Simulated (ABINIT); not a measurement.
# GaAs (F-43m): G0W0 with ABINIT, start to end, part 3 of 3

Wanted: ground state, empty states, screening and self-energy for GaAs (F-43m).

ABINIT 10.8.3; PBE and many-body steps on it, plane waves. Known limits of the many-body steps: not at the basis limit; screening runs away on this mesh; no spin-orbit coupling; coarse k mesh.

So far. Step 4 (Empty states on the mesh, 4×4×4 mesh, 83 bands): On this mesh the gap is 0.508 eV. Step 5 (Screening, 4×4×4 mesh, 77 bands, screening to 130.6 eV): Local fields lower ε∞ by 6 %. The value itself is an artefact of the mesh, where one narrow direct gap carries too much weight.

### Step 6. Self-energy, 4×4×4 mesh, 77 bands, screening to 130.6 eV

The self-energy is evaluated for the states that the input lists, and the levels follow from it, in one-shot runs by the linearised quasiparticle equation.

This step: G0W0 on PBE, plane waves, norm-conserving pseudopotentials.

Contents of run.abi:

```
acell 3*1.0 Angstrom
rprim 
  0.000000000000 2.826850000000 2.826850000000
  2.826850000000 0.000000000000 2.826850000000
  2.826850000000 2.826850000000 0.000000000000
ntypat 2
znucl 31 33
natom 2
typat 1 2
xred 
  0.000000000000 0.000000000000 0.000000000000
  0.250000000000 0.250000000000 0.250000000000
pp_dirpath "pseudos"
pseudos "Ga.upf, As.upf"
ecut 45
ngkpt 4 4 4
nshiftk 1
shiftk 0 0 0
kptopt 1
chksymbreak 0
istwfk *1
occopt 1
irdwfk 1
optdriver 4
nband 77
gwcalctyp 0
ecutsigx 45
symsigma 1
nkptgw 1
kptgw 
  0.0000000000 0.0000000000 0.0000000000
bdgw 
  20 26
ecuteps 4.8
irdscr 1
ppmodel 1
indata_prefix "in"
outdata_prefix "out"
tmpdata_prefix "tmp"
```

Command:

```bash
$ OMP_NUM_THREADS=1 mpirun -n 4 abinit run.abi > log
```

Numbers of over 12 decimals in the logs are rounded to 6 here.

What it wrote:

```text
.Version 10.8.3 of ABINIT. v10.8.2 released Aug 2026.

 Symmetries : space group F-4 3 m (#216); Bravais cF (face-center cubic)
[... echo of the input left out ...]
== DATASET  1 ==================================================================
-   mpi_nproc: 4, omp_nthreads: 1 (-1 if OMP is not activated)

--- !DatasetInfo
iteration_state: {dtset: 1, }
dimensions: {natom: 2, nkpt: 8, mband: 77, nsppol: 1, nspinor: 1, nspden: 1, mpw: 4477, }
cutoff_energies: {ecut:  45.0, pawecutdg:  -1.0, }
electrons: {nelect:   4.40000000E+01, charge:   0.00000000E+00, occopt:   1.00000000E+00, tsmear:   1.00000000E-02, }

 SIGMA: Calculation of the GW corrections

 Based on a program developped by R.W. Godby, V. Olevano, G. Onida, and L. Reining.
 Incorporated in ABINIT by V. Olevano, G.-M. Rignanese, and M. Torrent.
.Using double precision arithmetic ; gwpc =  8

[... cell and pseudopotentials left out ...]
--------------------------------------------------------------------------------

 ==== K-mesh for the wavefunctions ====
 Number of points in the irreducible wedge :     8
[... list of points left out ...]
 Together with 24 symmetry operations and time-reversal symmetry
 yields    64 points in the full Brillouin Zone.

 ==== Q-mesh for screening function ====
 Number of points in the irreducible wedge :     8
[... list of points left out ...]
 Together with 24 symmetry operations and time-reversal symmetry
 yields    64 points in the full Brillouin Zone.

 vcoul_init : cutoff-mode = AUXILIARY_FUNCTION
 q-points for optical limit:   1
     1)      0.000010    0.000020    0.000030
 setmesh: FFT mesh size selected  =    45x   45x   45
          total number of points  =        91125

 Number of electrons calculated from density =   44.0000; Expected =   44.0000
 average of density, n =  0.144317
 r_s =    1.1827
 omega_plasma =   36.6450 [eV]

 === KS Band Gaps ===
  >>>> For spin  1
   Minimum direct gap =   0.5078 [eV], located at k-point      :   0.0000  0.0000  0.0000
   Fundamental gap    =   0.5078 [eV], Top of valence bands at :   0.0000  0.0000  0.0000
                                       Bottom of conduction at :   0.0000  0.0000  0.0000
 SIGMA fundamental parameters:
 PLASMON POLE MODEL  1
 number of plane-waves for SigmaX                 4477
 number of plane-waves for SigmaC and W            169
 number of plane-waves for wavefunctions          4477
 number of bands                                    77
 number of independent spin polarizations            1
 number of spinorial components                      1
 number of k-points in IBZ                           8
 number of q-points in IBZ                           8
 number of symmetry operations                      24
 number of k-points in BZ                           64
 number of q-points in BZ                           64
 number of frequencies for dSigma/dE                 9
 frequency step for dSigma/dE [eV]                0.25
 number of omega for Sigma on real axis              0
 max omega for Sigma on real axis  [eV]           0.00
 zcut for avoiding poles [eV]                     0.10

 EPSILON^-1 parameters (SCR file):
 dimension of the eps^-1 matrix on file            169
 dimension of the eps^-1 matrix used               169
 number of plane-waves for wavefunctions          4477
 number of bands                                    77
 number of q-points in IBZ                           8
 number of frequencies                               2
 number of real frequencies                          1
 number of imag frequencies                          1

 matrix elements of self-energy operator (all in [eV])

 Perturbative Calculation

--- !SelfEnergy_ee
iteration_state: {dtset: 1, }
kpoint     : [   0.000,    0.000,    0.000, ]
spin       : 1
KS_gap     :    0.508
QP_gap     :    1.161
Delta_QP_KS:    0.654
data: !SigmaeeData |
     Band     E0 <VxcDFT>   SigX SigC(E0)      Z dSigC/dE  Sig(E)    E-E0       E
       20   5.666 -14.357 -16.013   1.410   0.798  -0.254 -14.554  -0.197   5.470
       21   5.666 -14.357 -16.013   1.410   0.798  -0.254 -14.554  -0.197   5.470
       22   5.666 -14.357 -16.013   1.410   0.798  -0.254 -14.554  -0.197   5.470
       23   6.174 -14.700 -10.607  -3.523   0.802  -0.247 -14.243   0.457   6.631
       24   9.403 -11.528  -7.015  -4.130   0.802  -0.248 -11.221   0.307   9.710
       25   9.403 -11.528  -7.015  -4.130   0.802  -0.248 -11.221   0.307   9.710
       26   9.403 -11.528  -7.015  -4.130   0.802  -0.248 -11.221   0.307   9.710

== END DATASET(S) ==============================================================
================================================================================

 -outvars: echo values of variables after computation  --------
           etotal      0.0000000000E+00
            nband          77
             nkpt           8
          spgroup         216
 [... the other variables as echoed above ...]

 Calculation completed.
```

Wall time 5.5 s (4 MPI ranks of Arm Neoverse V1, shared host); peak memory 0.72 GiB.

This step gave:

```
G0W0 gap on the points computed              : 1.161 eV
starting gap on the mesh                     : 0.5078 eV
k of the valence top                         : 0, 0, 0
k of the conduction bottom                   : 0, 0, 0
Z at the valence top                         : 0.798
Z at the conduction bottom                   : 0.802
least direct G0W0 gap on the computed points : 1.161 eV
```

The gap on the mesh goes from 0.51 eV to 1.16 eV, a correction of +0.65 eV.

Limits: finite bands, cutoff and mesh; no spin-orbit coupling; coarse k mesh. v1 is the top filled band, c1 the lowest empty one. The levels before and after the correction (eV, zero at the valence-band top of each column):

```csv
,conduction bottom,valence top
Kohn-Sham,0.51,0.00
G0W0,1.16,0.00
```

```csv
,level,energy (eV)
Kohn-Sham,Γ v3-v1,0.000
Kohn-Sham,Γ c1,0.508
Kohn-Sham,Γ c2-c4,3.737
G0W0,Γ v3-v1,0.000
G0W0,Γ c1,1.161
G0W0,Γ c2-c4,4.240
```

### Step 7. Where the time went

Times are wall times on 4 MPI ranks of Arm Neoverse V1, shared host, good to a factor of about two.

```csv
step,time,share,memory (GiB)
ground state,25 s,23 %,0.35
bands along the symmetry lines,29 s,26 %,0.36
empty states on the mesh,19 s,18 %,0.32
screening,31 s,28 %,1
self-energy,5.5 s,5 %,0.72
```

### Step 8. Outcome

```json
{"PBE gap": "0.51 eV, direct", "G0W0 gap on the mesh": "1.16 eV", "GW settings": "4×4×4 mesh, 77 bands, screening to 130.6 eV, Godby-Needs plasmon pole", "known limits": "not at the basis limit; screening runs away on this mesh; no spin-orbit coupling; coarse k mesh"}
```

**Reading.** G0W0 moves the gap on the mesh from 0.51 eV to 1.16 eV (+0.65 eV), with Z of 0.80 and 0.80 at the edges. Local fields lower the RPA ε∞ on this mesh from 149.55 to 140.21; a Γ-centred mesh this coarse tends to raise both, most where the direct gap is narrow, while a short band sum lowers them. Only 1 of the mesh's irreducible points was corrected, so a valley elsewhere could overtake. Against experiment, by G0W0@PBE: the direct gap of 1.16 eV lies −0.35 eV from the measured 1.51 eV (exciton, 77 K, 2020); the direct gap of 1.16 eV lies −0.26 eV from the measured 1.418 ± 0.005 eV (direct, 300 K, 2008); the direct gap of 1.16 eV lies −0.26 eV from the measured 1.42 eV (direct, 300 K, 2004); the direct gap of 1.16 eV lies −0.26 eV from the measured 1.42 eV (exciton, 300 K, 2014); the direct gap of 1.16 eV lies −0.25 eV from the measured 1.412 ± 0.01 eV (direct, 300 K, 2008). An exciton line or allowed optical edge lies below the quasiparticle gap by the binding energy; a forbidden edge can push the onset above it. The calculation has static nuclei and no excitons; a measured gap holds zero-point and thermal motion, which mostly lowers it. Bands and cutoff are finite, so the gap is not at the basis limit. The miss can reach some tenths of an eV and take either sign; the mesh is an error of its own. In the G0W0 run levels were corrected at 1 k point alone, so a gap called «on the mesh» is the least over those, and an edge elsewhere would be missed. The 4×4×4 mesh is coarse for this cell, which bears on the long-range parts of exchange and screening. On this mesh the RPA ε∞ passes 90, more than nearly any semiconductor shows; a coarse mesh does this where one point with a narrow direct gap carries much weight. The screening is then too strong, and the G0W0 gap should not be taken as the material's. The many-body steps are scalar-relativistic: spin-orbit coupling is not in them.

[Paths, hosts, dates, memory and timing lines, banners, echoed tables and standing remarks are left out of the program output.]

[Logs are printed without paths, hosts, clocks, repeated set-up lines and the standing remarks that a program may print on its own settings, such as how far it seeks lower states.]

[Runs of the session that timed out or met a known fault of the program may be left out.]

[No measured gap is set beside runs whose start may be inverted or whose files or cutoffs have a known fault.]

[Hosts, paths, dates, database ids (printed as entryN), source tags and the programs' standing remarks are cut or masked in the printed files.]

[G0W0 gaps are taken among the corrected bands and points alone; a level outside them can change the order at an edge.]

[Where Ansatz stands beside ABINIT at settings called matched, ABINIT's density can come from a denser mesh and the files from another edition; pairs whose starting gaps differed by over 0.03 eV were left out, so agreement reads better than it is.]
